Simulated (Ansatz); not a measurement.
# NiTe2 monolayer (1T): from the cell to its phonons, part 2 of 2

Task: relax NiTe2 monolayer (1T), then find its harmonic phonons.

Ansatz 0.2.0; DFT PBEsol, scalar-relativistic, plane waves, PAW; PAW set soft_1.

So far. Step 4 (Relaxing to small forces for the phonons): The largest force component left is 0.027 meV/Å, within the tolerances set. Step 5 (Modes at Γ): Before it was imposed, the acoustic sum rule was missed by 6.8e-5 eV/Å². Small misses are needed for a sound result but don't prove that mesh and cutoff are converged. The lowest optical mode is real, 108 cm⁻¹.

**6. Response at finite wavevector (continued)**

The partial phonon density of states has structure finer than the step of the table below, so its rows give means over 5 cm⁻¹, whole bins alone (the curve runs from -10 to 264 cm⁻¹). Peaks (cm⁻¹: height): Ni 236.2: 0.310; Te 53.7: 0.0615, 89.9: 0.0822, 108.8: 0.120, 127.7: 0.0917, 236.2: 0.0534.

Phonopy on the run's constants, 17x17x1 mesh, Gaussian sigma 2.0 cm-1. Interpolated from a 4×4×1 q mesh. Table of partial phonon density of states by wavenumber; means over each step; values in 1/cm⁻¹/cell:

```
wavenumber (cm⁻¹)       Ni       Te
               -5   5.4e-5   2.4e-4
                0   5.2e-4  0.00224
                5  0.00125  0.00554
               10  0.00202  0.00904
               15  0.00221   0.0100
               20  0.00337   0.0154
               25  0.00263   0.0122
               30  0.00382   0.0180
               35  0.00423   0.0202
               40  0.00437   0.0214
               45  0.00641   0.0323
               50  0.00874   0.0450
               55   0.0102   0.0542
               60  0.00614   0.0342
               65  0.00522   0.0330
               70  0.00430   0.0323
               75  0.00346   0.0293
               80  0.00336   0.0310
               85  0.00391   0.0533
               90  0.00566   0.0768
               95  0.00366   0.0647
              100  0.00103   0.0872
              105   3.9e-4    0.104
              110   6.5e-4    0.102
              115   1.8e-4   0.0194
              120        0  0.00241
              125   4.7e-6   0.0540
              130   2.2e-5   0.0738
              135   3.2e-5   0.0579
              140   6.4e-6   0.0122
              145        0   8.7e-5
              150        0        0
              155        0        0
              160        0        0
              165        0        0
              170        0        0
              175        0        0
              180        0        0
              185        0        0
              190        0        0
              195        0        0
              200        0        0
              205        0        0
              210        0        0
              215        0        0
              220        0        0
              225   4.8e-5   8.0e-6
              230   0.0295  0.00510
              235    0.239   0.0413
              240    0.165   0.0290
              245   0.0706   0.0112
              250  0.00666   8.9e-4
              255   2.6e-5   2.7e-6
```

Harmonic thermodynamic functions per atom, from the density of states. Interpolated from a 4×4×1 q mesh. Thermodynamic functions, by row:

```
T (K)  F_vib (meV/atom)  S (J/mol-atom/K)  C_V (J/mol-atom/K)
    0             25.33                 0                   0
  100             17.29             17.43               17.87
  200             -8.72             31.66               22.58
  300             -46.7             41.09               23.81
  400            -93.04             48.02               24.28
  500            -145.7             53.46               24.51
  600            -203.5             57.94               24.63
  700            -265.6             61.75               24.71
  800            -331.3             65.05               24.76
  900            -400.3             67.97               24.79
 1000            -472.1             70.58               24.82
```

Symmetry leaves 4 wavevectors to solve. The lowest mode among them, the acoustic zeros apart, lies at q = (0, 0.25, 0) and is real, 27.1 cm⁻¹.

**7. Another isotope, element Ni, natural mass 58.6934 amu**

An isotope changes the mass and not the force constants, so no new electronic calculation is needed; the shifts show which modes move this element.

The same force constants with the mass of Ni changed from 58.693 to 63.928 u (phonopy, no LO-TO term). Both lists are sorted by frequency; levels can cross, so a row need not hold one and the same mode. Modes under 3 cm⁻¹ are left out. Isotope shifts, by row:

```csv
q,rank,natural mass (cm⁻¹),changed mass (cm⁻¹)
0 0 0,4,106.2,106.2
0 0 0,5,106.2,106.2
0 0 0,6,132.2,132.2
0 0 0,7,236,228
0 0 0,8,236,228
0 0 0,9,244.2,235.9
0 0.25 0,1,27.05,26.84
0 0.25 0,2,44.99,44.66
0 0.25 0,3,68.76,68.42
0 0.25 0,4,101.1,101.1
0 0.25 0,5,107.8,107.8
0 0.25 0,6,135.8,135.8
0 0.25 0,7,235.5,227.3
0 0.25 0,8,237.1,228.8
0 0.25 0,9,239.3,230.7
0 -0.5 0,1,56.85,56.47
0 -0.5 0,2,61.13,60.64
0 -0.5 0,3,97.88,97.37
0 -0.5 0,4,101.8,101.8
0 -0.5 0,5,110.7,110.7
0 -0.5 0,6,126.6,126.6
0 -0.5 0,7,235,227
0 -0.5 0,8,238.3,230
0 -0.5 0,9,246.6,237.4
0.25 0.25 0,1,48.3,47.94
0.25 0.25 0,2,74.95,74.74
0.25 0.25 0,3,85.58,85.48
0.25 0.25 0,4,91.46,90.96
0.25 0.25 0,5,109,109
0.25 0.25 0,6,127.8,127.8
0.25 0.25 0,7,234.3,225.9
0.25 0.25 0,8,235.1,226.2
0.25 0.25 0,9,242.4,233.9
```

A mode of this element alone would shift by -4.18 %. The highest zone-centre frequency without the field goes from 244.2 to 235.9 cm⁻¹ (-3.4 %). The product of the frequency ratios over all optical modes at Γ is 0.902; the product rule, (m/m′)^(3k/2) (M′/M)^(3/2) with k = 1 such atoms and M the mass of the cell, gives 0.902.

**8. Isotope substitution, element Te, natural mass 127.6 amu**

The same for Te, from 127.60 to 129.91 u.

A mode of this element alone would shift by -0.89 %. The highest zone-centre frequency without the field goes from 244.2 to 243.8 cm⁻¹ (-0.2 %). The product of the frequency ratios over all optical modes at Γ is 0.969; the product rule, (m/m′)^(3k/2) (M′/M)^(3/2) with k = 2 such atoms and M the mass of the cell, gives 0.969.

**9. What came out**

| Property | Result |
| --- | --- |
| space group after relaxation (within 0.01 Å) | P-3m1 |
| area per atom | 3.96 Å² |
| electronic character | no gap on this mesh |
| highest optical mode at the zone centre (no LO-TO term) | 245 cm⁻¹ |
| lowest optical zone-centre mode | 108 cm⁻¹ |
| lowest mode on the q mesh (acoustic modes at Γ apart) | 27.1 cm⁻¹ |
| highest frequency on the path or at a solved wavevector | 247 cm⁻¹ |
| zero-point energy per atom | 25.3 meV |
| heat capacity at 300 K | 23.8 J/(mol atoms K) |
| vibrational entropy at 300 K | 41.1 J/(mol atoms K) |
| imaginary modes on the 4×4×1 q mesh | none |

In words: The structure is a minimum as far as tested: no mode is imaginary at the 4 irreducible wavevectors of the 4×4×1 mesh, and the softest away from the acoustic zeros lies at 27 cm⁻¹. The optical modes at Γ span 108 to 245 cm⁻¹. The highest mode in this list at Γ, 244.7 cm⁻¹, is mostly motion of Ni (81 % of the kinetic energy). On the path and the mesh, the widest gap between branches runs from 137 to 234 cm⁻¹. With no gap, or one that is small against the smearing, the frequencies hang on the k mesh and the smearing, most of all near Kohn anomalies. The phonon runs are without spin polarisation, although Ni often carries a moment. In a sheet or slab the interpolated bending branch near Γ is rough, since the rotational sum rule isn't imposed. Spin-orbit coupling is left out, which can matter for the heavy elements here. The PAW files were made for PBE and serve the other functionals too. The starting cell was built on a prototype and not taken from a measurement. These are harmonic frequencies at zero temperature: anharmonic shifts, linewidths and thermal expansion are left out.

[Logs are printed without paths, hosts, clocks, repeated set-up lines and the standing remarks that a program may print on its own settings, such as how far it seeks lower states.]

[Hosts, paths, dates, database ids (printed as entryN), source tags and the programs' standing remarks are cut or masked in the printed files.]
